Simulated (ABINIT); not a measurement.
Entries from a set of simulations; values are calculated unless marked as measured.

### CuI (Marshite): a self-consistent loop beyond G0W0, cycle by cycle

It takes space group F-43m (No. 216, cubic). Conventional cell: a = 6.063 Å, b = 6.063 Å, c = 6.063 Å, α = 90.00°, β = 90.00°, γ = 90.00°. Cu has 4 I at 2.63 Å nearest. I has 4 Cu at 2.63 Å nearest. Farther neighbours, and contacts between anions beyond the nearest, are not listed.

* method: RPA screening on PBE from quasiparticle energies, plane waves, norm-conserving pseudopotentials (and 5 further levels or steps)
* program: ABINIT 10.8.3
* settings: cutoff 42 Ha, PseudoDojo scalar-relativistic 0.4.1 standard, norm-conserving, ngkpt (4, 4, 4), nband 308, ecuteps 8.4 Ha, gwcalctyp 10, inclvkb 2, shiftk (0, 0, 0), symchi 1, awtr 1, frequency ppm, cycle 1, q points all but q = 0, 4×4×4 k-mesh
* cost: 9 runs, 66 min in all on 8 MPI ranks of Arm Neoverse V1, shared host
* notes: The database entry behind the starting cell differs from other determinations of this structure. In doubt: a PseudoDojo file used here is known to give poor structures and forces, which bears on pressures, cells, forces and phonons. The cell and positions come from the Crystallography Open Database and are kept as given unless a step says otherwise. Limits: d shell near the gap, gap tends to lie low; no spin-orbit coupling. The first cycle of evGW0 takes the full correction, without the factor Z, so it overshoots the one-shot value.
* G0W0: 1.574 eV
* evGW0, cycle 1: 1.729 eV
* evGW0, cycle 2: 1.695 eV
* evGW0, cycle 3: 1.696 eV
* evGW, cycle 1: 1.907 eV
* known limits: short of the basis limit; d shell near the gap, gap tends to lie low; no spin-orbit coupling

Only the bands that the input lists are updated; the higher empty ones keep the functional's energies. The evGW loop starts from the last levels of evGW0, so its cycles and time come on top of those.

[Paths, hosts, dates, memory and timing lines, banners, echoed tables and standing remarks are left out of the program output; an Ansatz launch command may be rebuilt from the run's recorded settings. Measured values are a selection of at most five: reports struck by readers or far from the other reports are left out. None is set beside runs whose start may be inverted or whose files or cutoffs have a known fault.]

[Runs of the session that timed out or met a known fault of the program may be left out.]

[Hosts, paths, dates, database ids (printed as entryN), source tags and the programs' standing remarks are cut or masked in the printed files.]

[G0W0 gaps are taken among the corrected bands and points alone; a level outside them can change the order at an edge.]

[Where Ansatz stands beside ABINIT at settings called matched, ABINIT's density can come from a denser mesh and the files from another edition; pairs whose starting gaps differed by over 0.03 eV were left out, so agreement reads better than it is.]
